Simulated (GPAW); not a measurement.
# Core-hole calculation of the Si K edge in SrSi (Cmcm), part 3 of 3

Aim: the near-edge shape at the Si K edge of SrSi (Cmcm), and what the core hole does to it.

GPAW 26.7.0; X-ray absorption from dipole matrix elements to empty bands, plane-wave PAW LDA.

So far. Step 5 (Spectrum with XCH, Si atom 3): The total-energy difference is 1842.81 eV. One term is added: -14.86 eV, since the hole is spin-paired here and a spin-polarised one costs that much less in the free atom (computed apart). The photon energy is then 1827.95 eV. The tabulated edge of the element is 1839 eV. The functional leaves an error in such absolute values: in the free atom LDA prices this hole 7.8 eV below PBE (computed apart), and PBE is itself good to a few eV.

## Step 7: Spectrum with XCH, Si atom 3

Another set-up is tried: charge keyword to -2.

xas.py reads:

```python
import numpy as np
from ase import Atoms
from ase.parallel import parprint, paropen
from gpaw import GPAW, PW, FermiDirac, Mixer, MixerDif, setup_paths
from gpaw.test import gen
setup_paths.insert(0, '.')
gen('Si', name='fch1s', xcname='LDA', corehole=(1, 0, 1), write_xml=True)
from gpaw.mpi import world
world.barrier()

atoms = Atoms('Sr4Si4',
    cell=[[2.415, -5.665, 0],
     [4.83, 0, 4.04],
     [-4.83, 0, 4.04]],
    scaled_positions=[[0.72, 0.445, 0.805],
     [0.72, 0.945, 0.305],
     [0.28, 0.555, 0.195],
     [0.28, 0.055, 0.695],
     [0.132, 0.592, 0.658],
     [0.132, 0.092, 0.158],
     [0.868, 0.408, 0.342],
     [0.868, 0.908, 0.842]],
    pbc=True)
atoms.calc = calc = GPAW(legacy_gpaw=True, mode=PW(430, force_complex_dtype=True), xc='LDA', setups={4: 'fch1s'},
    kpts={'size': (3, 3, 3), 'gamma': True}, occupations=FermiDirac(0.1),
    charge=-2, mixer=Mixer(0.1, 5, 50), maxiter=150,
    convergence={'density': 0.0001, 'eigenstates': 1e-6}, txt='scf.txt')
energy = atoms.get_potential_energy() + calc.get_reference_energy()
ef = calc.get_fermi_level()
out = dict(energy=energy, fermi=ef, forces=atoms.get_forces().tolist())
parprint(f'all-electron energy {energy:.4f} eV, Fermi level {ef:.4f} eV')
ev = np.array([[calc.get_eigenvalues(k, s) for k in range(len(calc.get_ibz_k_points()))] for s in range(calc.get_number_of_spins())])
out['homo'], out['lumo'], out['counts'] = ev[ev < ef].max(), ev[ev > ef].min(), sorted(set((ev < ef).sum((0, 2)).tolist()))
out['filled'] = (ev[:, 0] < ef).sum(1).tolist()

from ase.units import Ha
from gpaw.xas import dipole_matrix_elements
nb = int(calc.get_number_of_electrons() / 2) + 134
top, nb = nb, nb + 8 + nb // 12
nscf = calc.fixed_density(kpts={'size': (4, 4, 4), 'gamma': True}, nbands=nb,
    convergence={'bands': top, 'eigenstates': 5e-3}, maxiter=60, txt='nscf.txt')
cell = atoms.cell.array
ops = [cell.T @ U.T @ np.linalg.inv(cell.T) for U in nscf.wfs.kd.symmetry.op_scc]
E = np.arange(-6, 34, 0.1)
fwhm = np.interp(E, [4, 25], [0.9, 3.5])
Y, X, zero, highest = 0, 0, 1e9, 1e9
for spin in range(nscf.get_number_of_spins()):
    wfs = nscf.wfs
    mine = wfs.bd.get_slice()  # this rank's bands
    A = dipole_matrix_elements(wfs.setups[4])
    eps = np.zeros((wfs.kd.nibzkpts, nb))
    d = np.zeros((3, A.shape[1], wfs.kd.nibzkpts, nb), complex)
    for kpt in wfs.kpt_u:
        if kpt.s == spin and 4 in kpt.P_ani:
            eps[kpt.k, mine] = kpt.eps_n * Ha
            d[:, :, kpt.k, mine] = (kpt.weight * wfs.nspins / 2) ** 0.5 * np.inner(A, kpt.P_ani[4])
    world.sum(eps)
    world.sum(d)
    T = np.einsum('amkn,bmkn->abkn', d, d.conj()).real
    T = sum(np.einsum('ai,ijkn,bj->abkn', R, T, R) for R in ops) / len(ops)
    empty = eps > ef
    zero, highest = min(zero, eps[empty].min()), min(highest, eps[:, top - 1].min())
    lines = [(eps, T, empty)] if spin == 0 else lines + [(eps, T, empty)]
for eps, T, empty in lines:
    f = np.einsum('aakn->akn', T).reshape(3, -1)
    x = eps.ravel() - zero
    w = np.interp(x, E, fwhm) / 2.35482
    g = np.exp(-0.5 * ((E[:, None] - x) / w) ** 2) / (w * (2 * np.pi) ** 0.5)
    Y = Y + (f * empty.ravel()) @ g.T
    X = X + (f * ~empty.ravel()) @ g.T
out.update(E=E.round(2).tolist(), xas=Y.tolist(), xes=X.tolist(), zero=zero, valid=highest - zero, nk=len(eps), nb=nb)
for i in range(0, len(E), 10):
    parprint(f'{E[i]:7.2f}', *(f'{v:10.3e}' for v in Y[:, i]))
import json
with paropen('out.json', 'w') as f:
    json.dump(out, f)
```

The run is started by

```sh
$ OMP_NUM_THREADS=1 mpirun -n 4 gpaw python xas.py
```

Numbers of over 12 decimals in the logs are rounded to 6 here.

What it wrote:

```text
Input parameters:
  charge: -2
  convergence: {density: 0.0001,
                eigenstates: 1e-06}
  kpts: {gamma: True,
         size: (3, 3, 3)}
  maxiter: 150
  mixer: {backend: pulay,
          beta: 0.1,
          method: separate,
          nmaxold: 5,
          weight: 50}
  mode: {ecut: 430.0,
         force_complex_dtype: True,
         name: pw}
  occupations: {fixmagmom: False,
[...]
*p    :     0.468798
*d    :     0.000000
--------------------------------

Diagonalizing with gridspacing h=0.050

state   all-electron     PAW
-------------------------------
3s:      -0.832237    -0.832487
3p:      -0.531202    -0.531501
*d:                   -0.147046
*f:                   -0.019078
-------------------------------
all-electron energy -375208.8649 eV, Fermi level 5.9398 eV
[...]
32.00  3.840e-06  3.698e-06  3.546e-06
  33.00  4.102e-06  3.755e-06  3.595e-06
[key lines of the parts left out:]
Converged after 17 iterations.
Dipole moment: (-0.105302, 0.193497, 0.152418) |e|*Ang
Free energy:    -40.735733
Fermi level: 5.93978
```

The job ended after 78 s (4 MPI ranks of Intel Xeon Platinum 8488C (Sapphire Rapids), shared host; peak memory 0.45 GiB).

The run finished. A setting was moved off its sound value on purpose, so it serves as a test and not as the result.

The fault put into the input: the charge keyword adds two electrons for one core hole.

Against the first run the r.m.s. difference is 4 %. The highest intensity below 16 eV goes from 5.0 eV (1.81) to 4.7 eV (1.81).

| E (eV) | first run | this run |
| --- | --- | --- |
| -2.0 | 0.00 | 0.00 |
| -0.5 | 0.11 | 0.08 |
| 1.0 | 0.84 | 0.82 |
| 2.5 | 1.20 | 1.14 |
| 4.0 | 1.51 | 1.62 |
| 5.5 | 1.77 | 1.72 |
| 7.0 | 1.38 | 1.37 |
| 8.5 | 0.95 | 0.90 |
| 10.0 | 0.77 | 0.78 |
| 11.5 | 0.75 | 0.74 |
| 13.0 | 0.75 | 0.75 |
| 14.5 | 0.75 | 0.75 |
| 16.0 | 0.78 | 0.79 |
| 17.5 | 0.83 | 0.85 |
| 19.0 | 0.90 | 0.91 |
| 20.5 | 0.90 | 0.89 |
| 22.0 | 0.83 | 0.82 |
| 23.5 | 0.78 | 0.78 |
| 25.0 | 0.74 | 0.73 |
| 26.5 | 0.71 | 0.70 |
| 28.0 | 0.70 | 0.70 |
| 29.5 | 0.69 | 0.68 |

## Step 8: With and without the hole

Both curves are counted from their own zero, so only the shift of weight within the empty states shows.

| E (eV) | no hole | XCH |
| --- | --- | --- |
| -2.0 | 0.00 | 0.00 |
| -1.0 | 0.00 | 0.01 |
| 0.0 | 0.35 | 0.47 |
| 1.0 | 0.53 | 0.84 |
| 2.0 | 0.72 | 1.04 |
| 3.0 | 0.91 | 1.07 |
| 4.0 | 0.91 | 1.51 |
| 5.0 | 1.20 | 1.81 |
| 6.0 | 1.49 | 1.63 |
| 7.0 | 1.64 | 1.38 |
| 8.0 | 1.76 | 1.12 |
| 9.0 | 1.20 | 0.86 |
| 10.0 | 0.90 | 0.77 |
| 11.0 | 0.98 | 0.78 |
| 12.0 | 0.98 | 0.73 |
| 13.0 | 0.84 | 0.75 |
| 14.0 | 0.79 | 0.75 |
| 15.0 | 0.79 | 0.76 |
| 16.0 | 0.84 | 0.78 |
| 17.0 | 0.88 | 0.81 |
| 18.0 | 0.90 | 0.86 |
| 19.0 | 0.94 | 0.90 |
| 20.0 | 0.97 | 0.91 |
| 21.0 | 0.96 | 0.88 |
| 22.0 | 0.94 | 0.83 |
| 23.0 | 0.92 | 0.79 |
| 24.0 | 0.91 | 0.77 |
| 25.0 | 0.87 | 0.74 |
| 26.0 | 0.81 | 0.71 |
| 27.0 | 0.77 | 0.70 |
| 28.0 | 0.76 | 0.70 |
| 29.0 | 0.76 | 0.69 |
| 30.0 | 0.75 | 0.68 |

With each curve scaled to its own mean, the area from −2 to 6 eV with the hole is 7.6 against 5.4, and the centre of weight from −1 to 20 eV moves by -0.8 eV: the hole pulls the absorber's empty states down.

## Step 9: Summary of results

```
absorber and edge                               : Si K, atom 3 of the ground-state input (counted from 1)
surroundings                                    : 2 Si at 2.51 Å (bent, 107°, site symmetry m2m)
highest intensity below 16 eV                   : 5.0 eV above the zero, height 1.81
photon energy of the zero, with the added terms : 1828.0 eV (raw 1842.8 eV; LDA puts this hole about 8 eV below PBE, itself good to a few eV)
```

What this shows: The Si K edge of atom 3, with 2 Si at 2.51 Å (bent, 107°, site symmetry m2m), has its highest intensity of the first 16 eV at 5.0 eV above the zero, near 1833 eV in photon energy (LDA puts this hole about 8 eV below PBE, itself good to a few eV), 1.8 times the mean level of the first 20 eV (Gaussian full width 0.9 eV up to 4 eV, rising linearly to 3.5 eV at 25 eV). With each curve scaled to its own mean, the area from −2 to 6 eV with the hole is 7.6 against 5.4, and the centre of weight from −1 to 20 eV moves by -0.8 eV: the hole pulls the absorber's empty states down. Changing the core hole to FCH alters the shape by 5 % r.m.s., so the result is insensitive to this choice. At the Si K edge of atom 3 polarisation matters most near 5.6 eV, where the curves differ by 0.9 on this scale. The holes are only 6.2 Å apart, so the shape is probably not converged with cell size; no larger cell was run here. The mesh is coarse (0.28 Å⁻¹ between points), so small maxima may be mesh ripples. The structure is a published determination, not relaxed.

[Banner, clock and machine lines of the logs are left out without a mark of their own.]

[Logs are printed without paths, hosts, clocks, repeated set-up lines and the standing remarks that a program may print on its own settings, such as how far it seeks lower states.]

[Hosts, paths, dates, database ids (printed as entryN), source tags and the programs' standing remarks are cut or masked in the printed files.]

[Lists of maxima count a maximum above −3 eV only where it reaches 4 % of the highest in the window and stands out from its surroundings by 2 % of it (1.5 % where it reaches 55 %); shoulders and weaker maxima are passed over, and of the rest the first, up to two pre-edge ones and the few strongest are named.]
